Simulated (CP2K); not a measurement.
Two runs for the C K edge of hexatriene. Run A: CP2K XAS_TDP, all-electron GAPW, PBEh(45%), aug-cc-pVDZ, TDA, no relativity. Run B has a fault in its input.

First lines with a strength over 0.0015. A:

```
                             atom  energy (eV)  states  strength, one atom
C1 (bonded to C and 2 H), 2 alike       280.51       1              0.0478
                                        284.15       1              0.0061
                                        284.50       1              0.0153
                                        285.63       1              0.0042
                                        285.74       1              0.0081
C2 (bonded to 2 C and H), 2 alike       281.06       1              0.0422
                                        283.87       1              0.0156
                                        284.44       1              0.0130
                                        285.93       1              0.0019
                                        286.46       1              0.0051
C3 (bonded to 2 C and H), 2 alike       280.78       1              0.0436
                                        284.30       1              0.0106
                                        284.49       1              0.0136
                                        285.91       1              0.0023
                                        286.13       1              0.0030
```

B:

```
                             atom  energy (eV)  states  strength, one atom
C1 (bonded to C and 2 H), 2 alike       279.01       1              0.0455
                                        283.82       1              0.0033
                                        284.64       1              0.0364
                                        284.77       1              0.0176
                                        287.10       1              0.0053
C2 (bonded to 2 C and H), 2 alike       279.73       1              0.0385
                                        282.75       1              0.0180
                                        284.64       1              0.0304
                                        286.59       1              0.0057
                                        287.01       1              0.0089
C3 (bonded to 2 C and H), 2 alike       279.44       1              0.0408
                                        283.45       1              0.0117
                                        284.66       1              0.0313
                                        285.19       1              0.0042
                                        286.70       1              0.0119
```

Question: What went wrong in run B?

The basis is far too small (basis from aug-cc-pVDZ to 3-21G*). Against PBEh(45%) in aug-cc-pVDZ, the leading lines move by -1.50 eV (C1, to 279.01), -1.33 eV (C2, to 279.73) and -1.34 eV (C3, to 279.44); the strength of C1's goes from 0.0478 to 0.0455. The next line of C1 over the strength cut lies 4.81 eV higher, against 3.64. Another fault could leave a like mark.

[Banner, clock and machine lines of the logs are left out without a mark of their own.]

[Logs are printed without paths, hosts, clocks, repeated set-up lines and the standing remarks that a program may print on its own settings, such as how far it seeks lower states.]

[Hosts, paths, dates, database ids (printed as entryN), source tags and the programs' standing remarks are cut or masked in the printed files.]
